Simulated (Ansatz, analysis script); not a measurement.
# Stoner picture of Fe, part 2 of 2

Aim: the energy of Fe as its total moment is fixed at a series of values, and its answer to a field.

Ansatz 0.2.0; PBE, PAW set soft_1.

So far. Step 9 (Total moment fixed at 2.93 μB): The energy is -413 meV from the state without spin, and the largest site carries 2.91 μB.

The database entry behind the starting cell differs from later determinations by our own check (an axis about 0.7 % long against later determinations), so it need not match the best structure at ambient conditions.

## (10) No field, tight threshold

Level of this step: Ansatz DFT, collinear, uniform magnetic field on the spins; PBE, PAW set soft_1; PAW set soft_1 (Ansatz).

A field gives a second route to the same curve. A thousand tesla shift each spin by 58 meV, and the threshold is tightened so that small induced moments are resolved.

File input.yaml:

```yaml
crystal:
  lattice:
    - [-1.443, 1.443, 1.443]
    - [1.443, -1.443, 1.443]
    - [1.443, 1.443, -1.443]
  atoms:
    - { symbol: Fe, position: [0.0, 0.0, 0.0], spin: 2.31 }
magnetization:
  spin_polarized: true
kpoints:
  mp_grid: { grid: [19, 19, 19] }
hamiltonian:
  xc: pbe
  pseudopotentials: { kind: paw, azcp: { folder: soft_1 } }
scf:
  occupations: { method: fermi_dirac, width: 0.05 }
  max_iter: 120
  convergence: { dr2_threshold: 1.0e-10 }
  lower_state_search: "off"
basis:
  ecutwfc: 420.0
```

Command:

```bash
> ansatz run input.yaml --threads 1 --pin off --max-ram 2560MiB --backend cpu --events-out ev --progress --plain --runs-dir out
```

Numbers of over 12 decimals in the logs are rounded to 6 here.

Log:

```text
[...]
Crystal: 1 atoms, lattice volume = 12.019 Å³
Basis set: ecut = 420 eV, 225 PW (Γ)
Bands: 14, of which v1, the nominal top of the filled ones, is band 8 counted from 1 (7 counted from 0)
Symmetry: 48 space group operations
[...]
k-points: 220 of 6859
[...]
Starting moments: Σ|m| = 2.31 μB on 1 of 1 site
[...]
SCF iter  13: F=-4480.469819 eV  HF=-4480.469819 eV  |F-HF|=1.55e-11  |Δ(HF+E_count)|=   7.55e-9  Δρ=1.07e-6 (↑6.03e-7 ↓1.07e-6)  dr2=7.34e-11  dr2_m=5.76e-11  M=2.254 μB ∫|m|=2.385 μB  ethr=1.00e-12  ⟨swp⟩=1.0  Hψ=17361  notcnv=0
SCF 1 converged in 13 iterations: F = -4480.469819 eV  dr2 = 7.34e-11
[...]
SCF converged after 13 iterations
Magnetization: 2.2542 μB (9.1271 up, 6.8729 down)
Absolute magnetization: 2.3852 μB (∫|ρ↑−ρ↓|, with the PAW one-centre terms)
[...]
Per-site moments (μB) at R_I (Å): [(2.310678, 1.030982)]
Free energy (F): -4480.469819 eV
[...]
Internal energy: -4480.460950 eV  (E = F + TS)
E sigma→0 (E₀):  -4480.465384 eV
Entropy (-TS):   -0.008868 eV (-8.868 meV/atom)
Fermi energy:    17.139312 eV
[...]
```

Run time: 13 s. Hardware: 1 thread of Intel Xeon at 2.50GHz (Skylake/Cascade Lake), shared host; peak memory 0.3 GiB.

The net moment is 2.25 μB a cell.

## (11) Field of 1500 T

Changes to input.yaml since step 10:

```diff
@@ -9,2 +9,3 @@
   spin_polarized: true
+  magnetic_field: 1500.0
 kpoints:
```

Log:

```text
[...]
Crystal: 1 atoms, lattice volume = 12.019 Å³
Basis set: ecut = 420 eV, 225 PW (Γ)
Bands: 14, of which v1, the nominal top of the filled ones, is band 8 counted from 1 (7 counted from 0)
Symmetry: 48 space group operations
[...]
k-points: 220 of 6859
[...]
Starting moments: Σ|m| = 2.31 μB on 1 of 1 site
[...]
SCF converged after 14 iterations
Magnetization: 2.4552 μB (9.2276 up, 6.7724 down)
Absolute magnetization: 2.5774 μB (∫|ρ↑−ρ↓|, with the PAW one-centre terms)
[...]
Per-site moments (μB) at R_I (Å): [(2.503503, 1.030982)]
Free energy (F): -4480.672750 eV
[...]
Internal energy: -4480.663013 eV  (E = F + TS)
E sigma→0 (E₀):  -4480.667881 eV
Entropy (-TS):   -0.009737 eV (-9.737 meV/atom)
Fermi energy:    17.148800 eV
[...]
```

Elapsed: 16 s, on 1 thread; peak memory 0.3 GiB.

The net moment is 2.46 μB a cell.

2 more runs differ from these in the same keys alone and are tabled below.

## (12) A run with settings changed

A test of how the program answers to a changed input.

input.yaml, the sections that differ from step 11:

```yaml
crystal:
  lattice:
    - [-1.443, 1.443, 1.443]
    - [1.443, -1.443, 1.443]
    - [1.443, 1.443, -1.443]
  atoms:
    - { symbol: Fe, position: [0.0, 0.0, 0.0], spin: 1.628 }
magnetization:
  spin_polarized: true
  initial_magnetization: 1.628
  spin_locking: { lock_magnetization: hard }
  magnetic_field: [0, 0, 300]
scf:
  occupations: { method: fermi_dirac, width: 0.05 }
  max_iter: 80
  convergence: { dr2_threshold: 1.0e-08 }
  lower_state_search: "off"
# kpoints, hamiltonian, basis: as in step 11
```

Command:

```bash
> ansatz run input.yaml --threads 2 --pin off --max-ram 5120MiB --backend cpu --events-out ev --progress --plain --runs-dir out
```

Log:

```text
Error: inconsistent input (magnetization.magnetic_field, magnetization.spin_polarized): is a list, and a spin_polarized run has one axis for its moments and the field — type the one component along it in T, or set noncollinear: true in place of spin_polarized: true
```

Run time: 0.05 s. Hardware: 2 threads; peak memory 0.038 GiB.

The program refused the input before any cycle.

The program's message: “Error: inconsistent input (magnetization.magnetic_field, magnetization.spin_polarized): is a list, and a spin_polarized run has one axis for its moments and the field — type the one component along it …”

The change that led to it: magnetization = {"magnetic_field": [0, 0, 300]}.

## (13) Analysis

Table of energy less the state without spin by total moment:

```
total moment (μB/cell)  energy less the state without spin (meV/cell)
                  0.00                                              0
                  0.33                                          -27.7
                  0.65                                           -107
                  0.98                                           -223
                  1.30                                           -346
                  1.63                                           -460
                  1.95                                           -553
                  2.28                                           -588
                  2.60                                           -558
                  2.93                                           -413
```

The field that holds a moment is half the difference of the two Fermi levels over μB.

Table of field that holds the moment by total moment:

```
total moment (μB/cell)  field that holds the moment (T)
                  0.33                            -2885
                  0.65                            -5389
                  0.98                            -6606
                  1.30                            -6363
                  1.63                            -5744
                  1.95                            -3572
                  2.28                              306
                  2.60                             3790
                  2.93                            11751
```

The total moment by field:

```
field (T)  total moment (μB/cell)
        0                    2.25
      300                    2.28
      600                    2.31
     1500                    2.46
```

A Landau fit E = a2 M² + a4 M⁴ + a6 M⁶ (meV, μB) and the Stoner form E ≈ M² (1/2N − I/4), with the slope taken at the first fixed moment:

Numbers from this step:

| Quantity | Value |
| --- | --- |
| density of states at the Fermi level, no spin | 4.027 states/eV/cell, both spins, broadened by the smearing |
| Landau coefficients a2, a4, a6 | -252.0, 31.00, -0.8494 meV/μB², meV/μB^4, meV/μB^6 |
| r.m.s. miss of the Landau fit | 5.548 meV |
| Stoner parameter I | 1.521 eV, of the cell |
| I·N/2 | 3.063 I N / 2 from the slope at the first moment; over 1: unstable to a moment |

## (14) Summary of results

```yaml
state_of_the_free_run: ferromagnetic
net_moment_of_the_free_run: 2.25 μB
energy_of_the_free_run_from_the_state_without_spin: -588 meV a cell
lowest_of_the_fixed_moments_tried: M = 2.279 μB, -588 meV
dm_db_between_0_and_300_t: 0.0810 μB a cell per 1000 T
```

In words: At this level the system is magnetic: the free run keeps 2.31 μB on the largest site. No other order was typed. Among the fixed moments, E(M) falls 588 meV below the state without spin and is lowest near 2.279 μB on this grid. I·N/2 = 3.1 is over 1, so the state without spin is unstable to a uniform moment. The field acts on spins alone. The 13 fixed-moment and field runs took 2.6 min of wall time, added up. Energies are free energies at a smearing of 0.05 eV, and with partly filled levels differences shift, at times strongly, as the smearing goes to zero. In doubt: the program's search for lower states was switched off, so a lower magnetic state than those reached may exist.

[Logs and program files are shortened in this print: banners, set-up blocks, solver, clock and traceback lines can be left out without a mark of their own.]

[Logs are printed without paths, hosts, clocks, repeated set-up lines and the standing remarks that a program may print on its own settings, such as how far it seeks lower states.]

[Hosts, paths, dates, database ids (printed as entryN), source tags and the programs' standing remarks are cut or masked in the printed files.]
